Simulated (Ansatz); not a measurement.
# SiC (Moissanite): optical spectrum from first principles

What colour and refractive index does SiC (Moissanite) have at this level of theory?

Calculated with Ansatz 0.2.0; DFT, PBE, plane-wave PAW, default files, scalar-relativistic, independent-particle optical response without local fields.

Report form: the programs' logs are mostly left out.

## Step 1: The starting structure

Symmetry: P6_3mc, No. 186, hexagonal system. Conventional cell: a = 3.076 Å, b = 3.076 Å, c = 5.048 Å, α = 90.00°, β = 90.00°, γ = 120.00°. Nearest to Si lie 4 C at 1.87 to 1.94 Å. Nearest to C lie 4 Si at 1.87 to 1.94 Å. Farther neighbours are not listed.

As a file:

```cif
data_structure
_symmetry_space_group_name_H-M 'P 1'
_symmetry_Int_Tables_number 1
_cell_length_a 3.0760
_cell_length_b 3.0760
_cell_length_c 5.0480
_cell_angle_alpha 90.000
_cell_angle_beta 90.000
_cell_angle_gamma 120.000
_cell_volume 41.36
loop_
_atom_site_label
_atom_site_type_symbol
_atom_site_fract_x
_atom_site_fract_y
_atom_site_fract_z
_atom_site_occupancy
Si1 Si 0.66667 0.33333 0.50000 1
Si2 Si 0.33333 0.66667 0.00000 1
C3 C 0.66667 0.33333 0.88500 1
C4 C 0.33333 0.66667 0.38500 1
```

## Step 2: Ground state and bands

The self-consistent density comes first; it also tells whether there is a gap, which decides the occupations and the need for a Drude term.

This step: DFT, PBE, plane-wave PAW, default files, scalar-relativistic, ground state (Ansatz 0.2.0).

The input, input.yaml:

```yaml
crystal:
  lattice:
    - [3.076, 0.0, 0.0]
    - [-1.538, 2.663894142, 0.0]
    - [0.0, 0.0, 5.048]
  atoms:
    - { symbol: Si, position: [0.6666666667, 0.3333333333, 0.5] }
    - { symbol: Si, position: [0.3333333333, 0.6666666667, 0.0] }
    - { symbol: C, position: [0.6666666667, 0.3333333333, 0.885] }
    - { symbol: C, position: [0.3333333333, 0.6666666667, 0.385] }
kpoints:
  mp_grid: { grid: [8, 8, 5] }
  band_path:
    path:
      - [[0.0, 0.0, 0.0], [0.5, 0.0, 0.0], [0.33333333, 0.33333333, 0.0], [0.0, 0.0, 0.0], [0.0, 0.0, 0.5], [0.5, 0.0, 0.5], [0.33333333, 0.33333333, 0.5], [0.0, 0.0, 0.5]]
      - [[0.5, 0.0, 0.5], [0.5, 0.0, 0.0]]
      - [[0.33333333, 0.33333333, 0.0], [0.33333333, 0.33333333, 0.5]]
    npoints: 6
scf:
  occupations: { method: fermi_dirac, width: 0.05 }
  n_extra_bands: 8
hamiltonian:
  xc: pbe
  pseudopotentials: { kind: paw }
output:
  forces: true
  stress: true
  populations: true
  write_bands: true
  write_density: true
  write_potential: true
  elf: true
  volumetric_format: npy
```

Command:

```
$ ansatz run input.yaml --threads 4 --pin off --max-ram 8192MiB --backend cpu --events-out ev --progress --plain --runs-dir out
```

The job ended after 0.96 s (4 threads of Arm Neoverse V2, shared host; peak memory 0.45 GiB; 3.3 s of CPU time).

Numbers from this step:

| Item | Value |
| --- | --- |
| free energy | -1774.2649 eV |
| Fermi energy | 11.02 eV |
| gap by band count | 2.580 eV |
| electrons | 16 |
| symmetry operations | 12 |
| pressure | 3.694 GPa |
| gap on the k-mesh | 2.580 eV |
| volume | 41.36 Å³ |
| gap on the path | 2.325 eV |
| least direct gap on the path | 4.079 eV |

There is a gap, 2.32 eV on the path, so no carriers' term is needed. The cell is left with a pressure of 3.7 GPa and forces up to 0.75 eV/Å, as it stands unrelaxed at this level.

The electronic bands at the labelled points (eV, zero at the Fermi level; v1 is the highest filled band, c1 the lowest empty one):

```csv
point,v4,v3,v2,v1,c1,c2,c3,c4
Γ,-2.80,-1.52,-1.52,-1.24,3.38,4.77,5.27,5.27
halfway,-4.46,-3.99,-2.17,-2.14,2.65,4.48,5.73,6.46
M,-6.67,-4.78,-4.50,-2.73,1.35,2.96,5.50,5.96
halfway,-6.72,-6.02,-4.58,-4.07,2.02,3.71,6.25,7.05
K,-7.74,-5.36,-5.28,-5.28,1.08,6.74,7.40,7.40
halfway,-5.59,-4.31,-2.97,-2.41,3.86,4.41,5.56,5.72
Γ,-2.80,-1.52,-1.52,-1.24,3.38,4.77,5.27,5.27
halfway,-2.63,-2.63,-1.73,-1.73,3.66,5.38,5.38,5.60
A,-2.21,-2.21,-2.21,-2.21,4.46,4.46,5.93,5.93
halfway,-4.30,-4.30,-3.20,-3.20,3.12,3.12,5.88,5.88
L,-3.93,-3.93,-3.58,-3.58,1.93,1.93,3.76,3.76
halfway,-5.69,-5.69,-3.19,-3.19,2.88,2.88,4.88,4.88
H,-7.09,-7.09,-2.99,-2.99,3.57,3.57,4.73,4.73
halfway,-4.42,-4.42,-3.88,-3.88,3.79,3.79,6.09,6.09
A,-2.21,-2.21,-2.21,-2.21,4.46,4.46,5.93,5.93
jump to L,-3.93,-3.93,-3.58,-3.58,1.93,1.93,3.76,3.76
halfway,-5.41,-4.55,-3.57,-3.14,1.68,1.94,5.17,5.59
M,-6.67,-4.78,-4.50,-2.73,1.35,2.96,5.50,5.96
jump to K,-7.74,-5.36,-5.28,-5.28,1.08,6.74,7.40,7.40
halfway,-7.89,-6.00,-4.08,-4.08,2.27,5.10,5.10,6.44
H,-7.09,-7.09,-2.99,-2.99,3.57,3.57,4.73,4.73
```

Electrostatic potential energy in the ac plane at fractional y = 0.333, with atoms of Si and C within 0.2 Å of it. With pseudopotentials it is smooth inside the atoms' cores, unlike the true potential.

Ten even steps from '0' (-54 eV) to '9' (12 eV):
```
8887888874213689
9888889851000478
9999999840000379
9999999851000479
9999999974223689
9999999987667899
9999999998888999
9999999998888999
9999999887667889
9999998864334578
9999998642111368
8999998521000247
8999997520000147
8999998531000247
9999998642111368
9999998864334578
9999999887667789
9999999998888899
9999999999999999
9999999999999999
9999999999999999
9999999999999999
9988999999999999
9888889999999999
8877889999989999
8877889987667899
```
Atoms in or near the plane, at fractional coordinates: Si at (0.67, 0.50), C at (0.67, 0.88).

ELF in the ac plane at fractional y = 0.333, with atoms of Si and C within 0.2 Å of it. It is the smooth field of the valence electrons, not physical close to the nuclei.

Ten even steps from '_' (0.02) to '@' (0.92):
```
%%**==--++%%@@@@%%##++==**%%@@@@
%%**====**%%@@@@%%++....--##%%@@
%%**==--++##%%%%##--____::**%%%%
##++--::==**%%%%##==....--**%%%%
**--::..--++########++++**######
==::......--**##%%%%%%@@%%%%##**
--..____..::++##%%@@@@@@@@%%##++
::..______..--**%%@@@@@@@@%%##==
::..____....--++##%%@@@@@@%%**--
::::....::::--==++****##**++==--
====----======--::::::::::::--==
****++++******==::..::::....--**
%%########%%##**--::--==::::++##
%%%%######%%%%##==::::::..--**%%
%%%%######%%%%##++::......==##%%
%%########%%%%##**--....::++##%%
##********####**++--::::--++**##
************++++==--::::::--==++
==++++++++====--::........::::--
--==++++==--::....__________..::
::--====--::....______________..
::::------::........______......
::::::::::::::::::----::::::::::
==--::::--==++++++++++++++++++++
**==--::==**####################
%%**----++##%%%%%%%%######%%%%%%
```
Atoms in or near the plane, at fractional coordinates: Si at (0.67, 0.50), C at (0.67, 0.88).

## Step 3: Spectrum

The spectrum is a sum over vertical transitions between filled and empty bands at the fixed density, so many empty bands are needed.

This step: DFT, PBE, plane-wave PAW, default files, scalar-relativistic, independent-particle optical response without local fields (Ansatz 0.2.0).

input.yaml, the sections that differ from step 2:

```yaml
kpoints:
  mp_grid: { grid: [8, 8, 5] }
scf:
  occupations: { method: fixed }
output:
  optics:
    e_range: [0, 20]
    de: 0.05
    sigma: 0.15
    nscf_kmesh: { grid: [12, 12, 5] }
    bands: { spectra_wanted_up_to: 20 }
# crystal, hamiltonian: as in step 2
```

It took 14 s on 4 threads; peak memory 0.73 GiB; 55 s of CPU time.

This step gave:

| Quantity | Value |
| --- | --- |
| electronic dielectric constant ε∞, mean over x, y and z (by symmetry where fewer were run) | 7.294 |
| absorption onset, first axis (α over 10⁴ cm⁻¹, or the direct gap if that lies higher) | 4.648 eV |
| main peak of Im epsilon, first axis | 6.484 eV |
| least direct gap on the mesh | 4.079 eV |
| bands summed | 31 |
| spectra valid up to | 27.31 eV |
| program's estimate of the k-sum error in Im epsilon | 0.05 % |
| electrons in the f-sum | 13.55 |

The Im ε has structure finer than the step of the table below, so its rows give means over 0.5 eV, whole bins alone (the curve runs from 0 to 20 eV). Peaks (eV: height): E ∥ x or y 6.50: 21.6; E ∥ z 6.50: 21.3, 7.40: 18.6.

Im ε against photon energy; means over each step:

| photon energy (eV) | E ∥ x or y | E ∥ z |
| --- | --- | --- |
| 4.0 | 1.1e-4 | 4.0e-5 |
| 4.5 | 0.0795 | 0.456 |
| 5.0 | 1.52 | 7.33 |
| 5.5 | 4.51 | 11.1 |
| 6.0 | 14.3 | 16.2 |
| 6.5 | 21.2 | 19.9 |
| 7.0 | 17.9 | 14.7 |
| 7.5 | 12.4 | 16.9 |
| 8.0 | 12.9 | 11.9 |
| 8.5 | 11.8 | 9.59 |
| 9.0 | 10.0 | 8.89 |
| 9.5 | 7.91 | 6.20 |
| 10.0 | 6.05 | 5.05 |
| 10.5 | 4.73 | 4.34 |
| 11.0 | 3.85 | 3.67 |
| 11.5 | 3.38 | 3.16 |
| 12.0 | 2.90 | 2.72 |
| 12.5 | 2.42 | 2.34 |
| 13.0 | 2.05 | 1.94 |
| 13.5 | 1.72 | 1.62 |
| 14.0 | 1.43 | 1.32 |
| 14.5 | 1.23 | 1.10 |
| 15.0 | 1.06 | 0.915 |
| 15.5 | 0.904 | 0.795 |
| 16.0 | 0.776 | 0.694 |
| 16.5 | 0.656 | 0.627 |
| 17.0 | 0.560 | 0.579 |
| 17.5 | 0.488 | 0.518 |
| 18.0 | 0.425 | 0.446 |
| 18.5 | 0.384 | 0.379 |
| 19.0 | 0.336 | 0.336 |
| 19.5 | 0.269 | 0.325 |

Re ε against photon energy:

```
photon energy (eV)  E ∥ x or y   E ∥ z
                 0        7.11    7.67
                 1        7.22    7.81
                 2        7.60    8.29
                 3        8.38    9.31
                 4        9.99    11.7
                 5        14.5    17.4
                 6        20.0    14.1
                 7       0.134    1.93
                 8       0.206   -4.19
                 9       -3.74   -5.04
                10       -4.67   -4.15
                11       -3.66   -3.35
                12       -3.11   -2.88
                13       -2.60   -2.52
                14       -2.09   -2.06
                15       -1.67   -1.60
                16       -1.30   -1.16
                17      -0.986  -0.891
                18      -0.727  -0.688
                19      -0.521  -0.441
                20      -0.305  -0.267
```

Table of loss function −Im 1/ε at q → 0 by energy loss; read off at these points:

```csv
energy loss (eV),E ∥ x or y,E ∥ z
4.0,0,0
4.5,1.5e-4,1.9e-4
5.0,0.00689,0.0220
5.5,0.0129,0.0298
6.0,0.0239,0.0351
6.5,0.0390,0.0433
7.0,0.0534,0.0752
7.5,0.0814,0.0561
8.0,0.0766,0.0750
8.5,0.0802,0.0961
9.0,0.0878,0.0851
9.5,0.0920,0.101
10.0,0.104,0.118
10.5,0.116,0.133
11.0,0.137,0.149
11.5,0.152,0.156
12.0,0.161,0.173
12.5,0.176,0.181
13.0,0.187,0.192
13.5,0.202,0.206
14.0,0.222,0.221
14.5,0.248,0.244
15.0,0.272,0.269
15.5,0.301,0.319
16.0,0.338,0.379
16.5,0.372,0.443
17.0,0.435,0.512
17.5,0.508,0.606
18.0,0.598,0.664
18.5,0.765,0.852
19.0,0.875,1.09
19.5,1.09,1.51
20.0,1.58,1.86
```

Values under 1 per cm are given as 1. Table of absorption coefficient by photon energy:

```
photon energy (eV)  E ∥ x or y (1/cm)  E ∥ z (1/cm)
             0.000                  1             1
             0.500                  1             1
             1.000                  1             1
             1.500                  1             1
             2.000                  1             1
             2.500                  1             1
             3.000                  1             1
             3.500                  1             1
             4.000                  1             1
             4.500               1345          2540
             5.000              97777         4.8e5
             5.500              2.8e5         7.4e5
             6.000              9.4e5         1.2e6
             6.500              1.8e6         1.9e6
             7.000              2.2e6         1.7e6
             7.500              1.8e6         2.4e6
             8.000              2.1e6         2.3e6
             8.500              2.4e6         2.2e6
             9.000              2.4e6         2.5e6
             9.500              2.6e6         2.4e6
            10.000              2.5e6         2.3e6
            10.500              2.5e6         2.3e6
            11.000              2.4e6         2.3e6
            11.500              2.3e6         2.3e6
            12.000              2.3e6         2.2e6
            12.500              2.3e6         2.3e6
            13.000              2.3e6         2.2e6
            13.500              2.2e6         2.2e6
            14.000              2.2e6         2.1e6
            14.500              2.1e6         2.1e6
            15.000              2.1e6         2.0e6
            15.500              2.0e6         1.9e6
            16.000              1.9e6         1.8e6
            16.500              1.9e6         1.7e6
            17.000              1.8e6         1.7e6
            17.500              1.7e6         1.6e6
            18.000              1.6e6         1.6e6
            18.500              1.5e6         1.5e6
            19.000              1.5e6         1.4e6
            19.500              1.3e6         1.2e6
            20.000              1.2e6         1.2e6
```

The reflectivity at normal incidence has structure finer than the step of the table below, so its rows give means over 1 eV, whole bins alone (the curve runs from 0 to 20 eV). Peaks (eV: height): E ∥ x or y 7.0: 52.7, 16.8: 59.9; E ∥ z 6.6: 51.7, 7.6: 54.6, 15.1: 60.8.

Table of reflectivity at normal incidence by photon energy; means over each step:

| photon energy (eV) | E ∥ x or y (%) | E ∥ z (%) |
| --- | --- | --- |
| 1 | 21.0 | 22.4 |
| 2 | 21.9 | 23.5 |
| 3 | 23.7 | 25.7 |
| 4 | 27.1 | 30.3 |
| 5 | 34.3 | 39.8 |
| 6 | 45.7 | 45.5 |
| 7 | 50.0 | 48.8 |
| 8 | 47.0 | 53.2 |
| 9 | 52.3 | 54.2 |
| 10 | 55.9 | 54.9 |
| 11 | 55.3 | 54.2 |
| 12 | 55.2 | 54.6 |
| 13 | 56.5 | 56.8 |
| 14 | 58.0 | 59.1 |
| 15 | 58.1 | 60.0 |
| 16 | 59.0 | 58.6 |
| 17 | 59.5 | 55.6 |
| 18 | 58.3 | 55.5 |
| 19 | 57.1 | 52.5 |

At chosen wavelengths:

```
wavelength (nm)  n xy   k xy  R (%) xy     1/α xy   n z    k z  R (%) z      1/α z
           1064  2.70  0.000      21.0  over 1 mm  2.80  0.000     22.5  over 1 mm
            800  2.72  0.000      21.4  over 1 mm  2.83  0.000     22.9  over 1 mm
            633  2.75  0.000      21.8  over 1 mm  2.87  0.000     23.4  over 1 mm
            532  2.79  0.000      22.4  over 1 mm  2.92  0.000     24.0  over 1 mm
            405  2.91  0.000      23.8  over 1 mm  3.07  0.000     25.8  over 1 mm
            365  2.98  0.000      24.7  over 1 mm  3.16  0.000     27.0  over 1 mm
            248  3.82  0.193      34.3     102 nm  4.28  0.949     40.5      21 nm
```

Rows near the edge hang on the gap, which this functional as a rule makes too small, and phonon-assisted absorption is left out.

Through 1 µm of it, D65 light comes out colourless, dimmed by reflection (x = 0.315, y = 0.331; 63 % transmitted).

At 1064 nm the birefringence n(z) − n(x) is +0.109: the crystal is uniaxial positive at this level.

The f-sum over the summed bands holds 13.5 of the cell's 16 electrons outside the frozen cores, 2 of which lie in bands more than 12 eV below the Fermi level, whose transitions come at higher energies. Up to 20 eV the strength has a mean oscillator energy of 8.3 eV, well above the main peak, so higher transitions carry much of it.

## Step 4: Static response with local fields

Perturbation theory gives the static response with local fields and the functional's kernel, and it needs no empty bands.

This step: DFT, PBE, plane-wave PAW, default files, scalar-relativistic, static field response by perturbation theory with local fields (Ansatz 0.2.0).

Edit input.yaml of step 3 so:

```diff
@@ -17,8 +17,2 @@
   pseudopotentials: { kind: paw }
-output:
-  optics:
-    e_range: [0, 20]
-    de: 0.05
-    sigma: 0.15
-    nscf_kmesh: { grid: [12, 12, 5] }
-    bands: { spectra_wanted_up_to: 20 }
+dielectric: {}
```

The job ended after 12 s (4 threads; peak memory 0.61 GiB).

Numbers from this step:

| Item | Value |
| --- | --- |
| electronic dielectric constant ε∞, mean over x, y and z (by symmetry where fewer were run) | 7.056 |

ε∞ with local fields:

```
6.86 0.00 0.00
0.00 6.86 0.00
0.00 0.00 7.44
```

Diagonal elements. Born, by row:

```
atom  Z*xx (e)  Z*yy (e)  Z*zz (e)
 Si1      2.68      2.68     2.925
 Si2      2.68      2.68     2.925
  C3     -2.68     -2.68    -2.925
  C4     -2.68     -2.68    -2.925
```

Mean Born charges are Si +2.76 and C -2.76, against formal valences of +4 and -4. They fall short of the ionic values, as in covalent bonds.

## Step 5: Outcome

```json
{"gap on the path": "2.32 eV", "least direct gap on the path": "4.08 eV", "electronic dielectric constant ε∞, mean over x, y and z (by symmetry where fewer were run) (independent particles)": "7.29", "absorption onset, first axis (α over 10⁴ cm⁻¹, or the direct gap if that lies higher)": "4.65 eV", "main peak of Im epsilon, first axis": "6.48 eV", "electronic dielectric constant ε∞, mean over x, y and z (by symmetry where fewer were run) (static response with local fields)": "7.06"}
```

What this shows: At this level (PBE, independent particles) SiC has a mean ε∞ = 7.29 (7.06 with local fields) and n = 2.68 at 1550 nm (E ∥ x); absorption sets in near 4.6 eV, and Im ε peaks at 6.5 eV (E ∥ x). The gap is indirect (2.32 eV), so absorption without phonons can begin only at the direct gap of 4.08 eV. The absorption coefficient passes 10⁴ cm⁻¹ only at 4.65 eV, 0.57 eV above the least direct gap: the lowest transitions are weak or forbidden for this polarisation, or few states take part. Distinct maxima of Im ε, read by a parabola through the highest points, lie at 6.48 eV (22) and 8.08 eV (13) for E ∥ x or y. The static values by axis are 7.11 (xy), 7.67 (z). The f-sum over the summed bands holds 13.5 of the cell's 16 electrons outside the frozen cores, 2 of which lie in bands more than 12 eV below the Fermi level, whose transitions come at higher energies. Up to 20 eV the strength has a mean oscillator energy of 8.3 eV, well above the main peak, so higher transitions carry much of it. Through 1 µm of it, D65 light comes out colourless, dimmed by reflection (x = 0.315, y = 0.331; 63 % transmitted). At 1064 nm the birefringence n(z) − n(x) is +0.109: the crystal is uniaxial positive at this level. In the base spectrum excitons and phonon-assisted transitions are missing, and so are local fields; PBE gaps are as a rule too small, which pulls the onset down and ε∞ up. In the base run ε includes the program's bounded estimate of what the bands above those summed add.

[Logs are printed without paths, hosts, clocks, repeated set-up lines and the standing remarks that a program may print on its own settings, such as how far it seeks lower states.]

[Hosts, paths, dates, database ids (printed as entryN), source tags and the programs' standing remarks are cut or masked in the printed files.]
